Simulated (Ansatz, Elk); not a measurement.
**Bonding as seen by X-rays: LaTi2Co2**

Structure refinements treat a crystal as free atoms side by side. For a made-up structure of LaTi2Co2 (cell and positions from a PBE relaxation) the runs below show what the calculated density changes in F(hkl).

Program: Elk 11.2.3 (patched build). Level of theory: DFT, PBE, all-electron APW+lo, Dirac cores, scalar-relativistic bands, static density, no spin. Results are calculated unless marked as measured.

This account leaves out most program logs.

The structure was built from a prototype and need not be the compound's stable phase.

## 1. The starting structure

It takes space group I4/mmm (No. 139, tetragonal). The conventional cell has a = 4.314 Å, b = 4.314 Å, c = 10.208 Å, α = 90.00°, β = 90.00°, γ = 90.00°. La has 8 Co at 3.34 Å and 10 Ti at 3.44 to 3.51 Å nearest. Nearest to Co lie 4 Ti at 2.36 Å and 4 Co at 3.05 Å and 4 La at 3.34 Å. Nearest to Ti lie 4 Co at 2.36 Å and 1 Ti at 3.18 Å and 5 La at 3.44 to 3.51 Å. Farther neighbours are not listed.

## 2. Ground state and structure factors

An all-electron density is needed, since X-rays see the cores too. Task 0 finds the density and task 195 Fourier-transforms it; tshift is off so that phases refer to the origin typed.

elk.in

```
tasks
  0
  195

xctype
  20

spinpol
  .false.

rgkmax
  7.0

gmaxvr
  14.0

lmaxo
  7

lmaxapw
  8

swidth
  0.002

tshift
  .false.

ramdisk
  .false.

hmaxvr
  5.5

maxscl
  120

epspot
  1e-06

sppath
  './'

avec
  -4.07595034885 4.07595034885 9.64550420680
  4.07595034885 -4.07595034885 9.64550420680
  4.07595034885 4.07595034885 -9.64550420680

atoms
  3
  'La.in'
  1
  0.0000000000 0.0000000000 0.0000000000   0.000000 0.000000 0.000000
  'Co.in'
  2
  0.2500000000 0.7500000000 0.5000000000   0.000000 0.000000 0.000000
  0.7500000000 0.2500000000 0.5000000000   0.000000 0.000000 0.000000
  'Ti.in'
  2
  0.3442849875 0.3442849875 -0.0000000000   0.000000 0.000000 0.000000
  0.6557150125 0.6557150125 0.0000000000   0.000000 0.000000 0.000000

ngridk
  7 7 7
```

The run is started by

```
$ OMP_NUM_THREADS=4 elk
```

The job ended after 50 s (4 threads of Arm Neoverse V2, shared host; peak memory 0.25 GiB).

SFACRHO.OUT:

```text

h k l indices transformed by vhmat matrix:
   1.000000000       0.000000000       0.000000000    
   0.000000000       1.000000000       0.000000000    
   0.000000000       0.000000000       1.000000000    

      h      k      l  multipl.   |H|            Re(F)            Im(F)           |F|

      0      0      0      1   0.0000000       155.00000     -0.15847009E-17   155.00000    
      1      1     -1      2  0.65141077      -12.714918     -0.44476740E-14   12.714918    
      0      1     -1      8  0.83675561       29.528099      0.22238370E-14   29.528099    
      0      0      1      4   1.0900238       36.730567     -0.14131958E-13   36.730567    
     -1     -2      2      8   1.2445208       78.014420      0.13898981E-13   78.014420    
      0     -2      1      8   1.2698377       76.515531     -0.20014533E-13   76.515531    
     -2     -2      2      2   1.3028215       65.060515     -0.13343022E-13   65.060515    
      1     -1     -1      4   1.5415265       112.93960     -0.74062513E-14   112.93960    
     -2      0      2      8   1.6735112      -7.0958174      0.88953479E-14   7.0958174    
     -2     -2      3      8   1.6986747      -16.776771      0.15566859E-13   16.776771    
     -1      2      0     16   1.7539851       25.539505      0.44476740E-14   25.539505    
     -2     -3      3      8   1.8017147       35.777088     -0.44476740E-14   35.777088    
     -3     -3      3      2   1.9542323       28.594321      0.35581392E-13   28.594321    
      0     -3      1     16   1.9811955       65.090402      0.11675144E-13   65.090402    
     -1     -3      3      8   2.0183280       55.216924     -0.31133718E-13   55.216924    
      0      0      2      4   2.1800476       96.044010      0.21554195E-13   96.044010    
     -3     -3      2      8   2.2376720       92.691026      0.12787063E-13   92.691026    
     -1     -1     -1      8   2.2752898      -4.5536172      0.24462207E-13   4.5536172
```

Elk indexes on the primitive cell of elk.in and gives |H| = 4π sin θ/λ in inverse bohr. Below, one row stands for each form hkl of the conventional cell (m members, Friedel mates merged), F is for one primitive cell and the density is static (no thermal factor). Free-atom factors are Waasmaier and Kirfel's, and R is Σm||F|−|F'||/Σm|F|.

```
hkl   m  sin θ/λ (Å⁻¹)  abs F, DFT  neutral atoms   diff.
002   2          0.098      12.715         12.192  +0.523
101   8          0.126      29.528         29.545  -0.017
110   4          0.164      36.731         37.184  -0.454
103   8          0.187      78.014         78.245  -0.230
112   8          0.191      76.516         76.348  +0.167
004   2          0.196      65.061         64.790  +0.270
200   4          0.232     112.940        113.359  -0.419
202   8          0.252       7.096          7.602  -0.506
114   8          0.255      16.777         17.298  -0.521
211  16          0.264      25.540         25.403  +0.137
105   8          0.271      35.777         35.825  -0.048
006   2          0.294      28.594         28.177  +0.417
213  16          0.298      65.090         65.242  -0.151
204   8          0.303      55.217         55.409  -0.192
```

## 3. The highest occupied states alone

An energy window below the Fermi level keeps the highest occupied states, to see at which angles they scatter; shallow core shells can lie inside it and anion s states outside. No new self-consistency is needed.

Changes to elk.in since step 2:

```diff
@@ -1,3 +1,2 @@
 tasks
-  0
   195
@@ -40,2 +39,5 @@
 
+wsfac
+  -0.070810 0.596680
+
 sppath
```

The run is started by

```
$ OMP_NUM_THREADS=4 elk
```

Wall time 11 s (4 threads); peak memory 0.17 GiB.

States within 10 eV below the Fermi level hold 29.00 electrons; any levels below the window count with the cores. Their amplitudes can exceed the total, where window and core parts have opposite phase:

```
hkl  sin θ/λ (Å⁻¹)  abs F, window  abs F, all
002          0.098         15.929      12.715
101          0.126          1.568      29.528
110          0.164          9.077      36.731
103          0.187          1.849      78.014
112          0.191          9.614      76.516
004          0.196          8.881      65.061
200          0.232          9.692     112.940
202          0.252          7.871       7.096
114          0.255          8.173      16.777
211          0.264          0.519      25.540
```

## 4. Another functional

The difference from free atoms is small, so it is set against the change that LDA (Perdew-Wang) makes.

Changes to elk.in since step 3:

```diff
@@ -1,2 +1,3 @@
 tasks
+  0
   195
@@ -4,3 +5,3 @@
 xctype
-  20
+  3
 
@@ -39,5 +40,2 @@
 
-wsfac
-  -0.070810 0.596680
-
 sppath
```

The run is started by

```
$ OMP_NUM_THREADS=4 elk
```

Elapsed: 31 s, on 4 threads; peak memory 0.19 GiB; 96 s of CPU time.

Against the first run R = 0.03 %; the largest change is -0.051 at 220.

## 5. A coarser k-mesh

About half the k-points along each axis test the sampling.

Changes to elk.in since step 4:

```diff
@@ -5,3 +5,3 @@
 xctype
-  3
+  20
 
@@ -63,2 +63,2 @@
 ngridk
-  7 7 7
+  4 4 4
```

The run is started by

```
$ OMP_NUM_THREADS=4 elk
```

The job ended after 29 s (4 threads; peak memory 0.26 GiB; 65 s of CPU time).

Against the first run R = 0.01 %; the largest change is +0.037 at 004.

## 6. Settings against the effect

```
              run  R against the first run (%)  R against neutral atoms, low angle (%)  wall time
    PBE, rgkmax 7                         0.00                                    0.53       50 s
LDA (Perdew-Wang)                         0.03                                    0.54       31 s
     k-mesh 4×4×4                         0.01                                    0.54       29 s
```

## 7. Summary of results

| Item | Value |
| --- | --- |
| R against neutral atoms, sin θ/λ < 0.3 Å⁻¹ | 0.53 % |
| R against neutral atoms, 0.3 to 0.80 Å⁻¹ | 0.22 % |

**Reading.** Independent neutral atoms miss the calculated amplitudes by R = 0.53 % below 0.3 Å⁻¹ and 0.22 % from there to 0.80 Å⁻¹; by shells, 0.45 % below 0.15 Å⁻¹ (2 forms), 0.54 % 0.15 to 0.3 (11 forms), 0.30 % 0.3 to 0.45 (20 forms), 0.21 % above 0.45 (116 forms). Bonding, aspherical density and the tables' own atoms all enter these figures, and the runs don't part them. The largest change of an amplitude is +0.52 electrons, at 002. The window's part falls from 29.0 electrons at the origin to at most 3.45 between 0.45 and 0.80 Å⁻¹, where compact states inside the window still scatter. Below 0.3 Å⁻¹ the changes that finished (LDA (Perdew-Wang) and k-mesh 4×4×4) move F by R = 0.02 % at most, against the 0.53 % that separates it from free atoms. The basis has no finished test. These runs have no spin, though d or f shells may be open. Part of the difference isn't bonding: the tables are fits to free atoms and ions calculated by other methods than this functional. Thermal motion, anomalous dispersion and extinction are left out.

[Logs are printed without paths, hosts, clocks, repeated set-up lines and the standing remarks that a program may print on its own settings, such as how far it seeks lower states.]

[Hosts, paths, dates, database ids (printed as entryN), source tags and the programs' standing remarks are cut or masked in the printed files.]
